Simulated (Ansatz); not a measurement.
# AlNi (Pm-3m) under uniaxial strain along [001], part 2 of 2

Wanted: the shifts of the zone-centre modes of AlNi (Pm-3m) with strain.

Ansatz 0.2.0; DFT LDA, scalar-relativistic, plane waves, PAW; PAW set soft_1.

So far, highest optical mode at the zone centre (no LO-TO term) (cm⁻¹): step 5 (modes at rest) 307; step 7 (strain 4 %) 304.

The database entry behind the starting cell differs from later determinations by our own check (about 0.2 % short), so it need not match the best structure at ambient conditions.

**8. A member of the series: uniaxial strain of -4 % along [001] (continued)**

Relaxation path:

```
step  energy less that of the first step (eV)  largest force component (eV/Å)  pressure (GPa)  volume (Å³)
   1                                   0.0000                          0.0000            3.60        22.32
   2                                  -0.0007                          0.0000            2.78        22.41
   3                                  -0.0009                          0.0000            2.00        22.50
   4                                  -0.0009                          0.0000            1.98        22.50
  5*                                  -0.0010                          0.0000            1.99        22.50
```

Relaxation steps marked * repeat the geometry before them on a plane-wave basis chosen anew for their cell, so energy and pressure can jump there.

The run keeps the 16 symmetry operations that it works with, so distortions that break them were not tested.

```
conventional cell, symmetrised  before  after  change
                         a (Å)   2.865  2.877  +0.4 %
                         b (Å)   2.865  2.877  +0.4 %
                         c (Å)   2.719  2.719  -0.0 %
              volume (Å³/atom)   11.16  11.25  +0.8 %
```

The relaxed structure:

```xyz
2
Lattice="2.8771 0.0000 0.0000 0.0000 2.8771 0.0000 0.0000 0.0000 2.7186" Properties=species:S:1:pos:R:3 pbc="T T T"
Al    0.0000    0.0000    0.0000
Ni    1.4386    1.4386    1.3593
```

Numbers from this step:

- pressure: 1.991 GPa
- volume per atom: 11.25 Å³

The forces vanish by symmetry.

The cell grew by 0.8 % in volume.

**9. Modes of this member: uniaxial strain of -4 % along [001]**

The zone-centre modes follow for uniaxial strain of -4 % along [001].

File input.yaml:

```yaml
crystal:
  lattice:
    - [2.877101349, 0.0, 0.0]
    - [0.0, 2.877101349, 0.0]
    - [0.0, 0.0, 2.718639952]
  atoms:
    - { symbol: Al, position: [0.0, 0.0, 0.0] }
    - { symbol: Ni, position: [0.5, 0.5, 0.5] }
kpoints:
  mp_grid: { grid: [16, 16, 16] }
hamiltonian:
  xc: lda
  pseudopotentials: { kind: paw, azcp: { folder: soft_1 }, xc_functional: pbe }
scf:
  occupations: { method: methfessel_paxton, width: 0.2 }
output:
  eigenvalues: true
phonons:
  method: dfpt
```

The run is started by

```sh
$ ansatz run input.yaml --threads 4 --pin off --max-ram 10240MiB --backend cpu --events-out ev --progress --plain --runs-dir out
```

Wall time 31 s (4 threads of Intel Xeon Platinum 8375C at 2.90GHz (Ice Lake), shared host); peak memory 1 GiB; 1.8 min of CPU time.

Numbers from this step:

* sum-rule residual before enforcement: 9.47e-5 eV/Å²
* highest optical mode at the zone centre (no LO-TO term): 312.8 cm⁻¹
* lowest optical zone-centre mode: 309 cm⁻¹

Patterns of degenerate modes are one choice out of their space. The modes at Γ (shares of kinetic energy by element, %):

```
mode  frequency (cm⁻¹)  symmetry  Al %  Ni %
   1               0.0  acoustic    31    69
   2               0.0  acoustic    31    69
   3               0.0  acoustic    31    69
   4             309.0       A2u    69    31
   5             312.8        Eu    69    31
   6             312.8        Eu    69    31
```

The lowest optical mode is real, 309 cm⁻¹, and the highest lies at 312.8 cm⁻¹.

**10. The series together**

The members are set side by side, also those not shown above.

Stress is positive in compression; energies are extrapolated to zero smearing, and E0 is that at rest; the edges not held and the atoms are relaxed in each cell; all runs use 16×16×16 k points and Methfessel-Paxton smearing of 0.2 eV. State of the crystal along the series:

```
strain (%)  stress along the axis (GPa)  free strain along [100] (%)  free strain along [010] (%)  E - E0 (meV/atom)
        -4                        5.959                        1.596                        1.596              8.883
        -3                         4.49                        1.173                        1.173              5.106
        -2                        3.067                       0.7606                       0.7606              2.309
        -1                        1.535                        0.372                        0.372             0.5727
         0                     0.001145                            0                            0                  0
         1                       -1.307                      -0.3728                      -0.3728             0.4981
         2                       -2.351                      -0.7546                      -0.7546              1.835
         3                       -3.243                       -1.139                       -1.139              3.844
         4                       -4.045                       -1.524                       -1.524               6.43
```

Optical modes are counted from below at rest and tracked from member to member by their patterns, and modes that stay within 0.3 cm⁻¹ of each other stand once; labels, where given, are those at rest; the edges not held and the atoms are relaxed in each cell; all runs use 16×16×16 k points and Methfessel-Paxton smearing of 0.2 eV. Optical modes along the series:

```
strain (%)  optical mode 1 T1u, doublet (cm⁻¹)  optical mode 2 T1u, singlet (cm⁻¹)
        -4                               312.8                                 309
        -3                               311.8                                 309
        -2                               310.7                               308.8
        -1                               309.1                               308.2
         0                               307.3                               307.3
         1                               305.3                               306.4
         2                               303.3                               305.6
         3                               301.2                                 305
         4                                 299                               304.4
```

Value and slope at zero strain of a cubic (a lower polynomial where under five rows exist) through the rows within 2 % of rest. Slopes at rest:

```
                       mode  frequency (cm⁻¹)  shift per percent of strain (cm⁻¹)  shift per GPa of compressive stress (cm⁻¹)
optical mode 1 T1u, doublet             307.3                               -1.93                                        1.34
optical mode 2 T1u, singlet             307.3                               -0.96                                        0.66
```

**11. Outcome**

* members: 9
* highest optical mode at the zone centre (no LO-TO term), at rest: 307.3 cm⁻¹
* Young’s modulus along [001]: 144 GPa
* optical mode 1 T1u, doublet, shift per percent: -1.93 cm⁻¹
* optical mode 2 T1u, singlet, shift per percent: -0.96 cm⁻¹

**Reading.** The stress changes by 1.44 GPa for each percent, a Young’s modulus of 144 GPa along [001]. For each percent the free edge responds with -0.37 %. The strain lowers the symmetry: the level at 307.3 cm⁻¹ splits, into 312.8 and 309.0 cm⁻¹ at -4 %. The fastest shift in the table of slopes is -1.9 cm⁻¹ for each percent (optical mode 1 T1u, doublet), or 1.3 cm⁻¹ for each GPa of compressive stress. For small strain, the measured shift of a line that Raman or infrared light can see, divided by its slope, estimates the stress, if the state of stress is of this kind. These are harmonic frequencies at zero temperature: anharmonic shifts, linewidths and thermal expansion are left out. With no gap, or one that is small against the smearing, the frequencies hang on the k mesh and the smearing, most of all near Kohn anomalies. The runs are without spin polarisation, although the cell has an odd electron count. The PAW files were made for PBE; the program adapts parts of them to the functional of the run, but their partial waves stay those of PBE, an approximation that was not tested in this session. Only the zone centre was solved, so an instability at another wavevector cannot show here.

[Logs are printed without paths, hosts, clocks, repeated set-up lines and the standing remarks that a program may print on its own settings, such as how far it seeks lower states.]

[Hosts, paths, dates, database ids (printed as entryN), source tags and the programs' standing remarks are cut or masked in the printed files.]
